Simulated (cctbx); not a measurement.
**Cd2FeCoO5: as given, inverted or twinned?**

Space group Ima2 (no. 46), a = 15.2460 Å, b = 5.5820 Å, c = 5.2320 Å, α = 90.00°, β = 90.00°, γ = 90.00°.

| atom | mult. | x | y | z | Ueq (Å²) |
| --- | --- | --- | --- | --- | --- |
| Cd1 | 8 | 0.6110 | 0.0115 | 0.5021 | 0.0029 |
| Co1 | 4 | 3/4 | 0.9298 | 0.0322 | 0.0051 |
| Fe1 | 4 | 0 | 1/2 | 0.4983 | 0.0050 |
| O1 | 8 | 0.9930 | 0.7621 | 0.2583 | 0.0078 |
| O2 | 8 | 0.6413 | 0.0331 | 0.0116 | 0.0049 |
| O3 | 4 | 3/4 | 0.8653 | 0.3764 | 0.0102 |

The model is made up (kin elements in a known structure type, no relaxation), so it says nothing on whether the phase exists.

Data sets are simulated with cctbx and refined with Bijvoet mates kept apart; Flack x is then fitted as the share of an inverted twin with the atoms fixed, Hooft y from the Bijvoet differences. The group is acentric but holds improper operations, so there is an absolute structure (orientation) and no hand.

Untwinned crystal. What Flack and Hooft values should come out?

```
  λ (Å)  extinction (unmodelled)  d min (Å)  top counts  error (%)     model      R1  Flack x   s.u.  Hooft y   s.u.  pairs
0.71073                      0.3       0.77       70000        1.5  as given  0.0102    0.009  0.016    0.006  0.022    231
0.71073                      0.3       0.77       70000        1.5  inverted  0.0160    0.983  0.018    1.006  0.022    231
1.54184                        0       0.83       20000        1.5  as given  0.0112    0.007  0.014    0.001  0.015    183
```

With Mo Kα, x is within 3 s.u. of 0, so the absolute structure is right. With Cu Kα, x is within 3 s.u. of 0, so the absolute structure is right. Inverting the model turns x into about 1 − x.

A further crystal gives:

| λ (Å) | extinction (unmodelled) | d min (Å) | top counts | error (%) | model | R1 | Flack x | s.u. | Hooft y | s.u. | pairs |
| --- | --- | --- | --- | --- | --- | --- | --- | --- | --- | --- | --- |
| 1.54184 | 0 | 0.83 | 20000 | 6 | as given | 0.0363 | 0.77 | 0.03 | 0.821 | 0.023 | 185 |

**Question.** What is it?

It was simulated as an inversion twin with a fraction 0.8 of the inverted domain. Flack x is over 3 s.u. from both 0 and 1 and reads that fraction.

[Logs are printed without paths, hosts, clocks, repeated set-up lines and the standing remarks that a program may print on its own settings, such as how far it seeks lower states.]
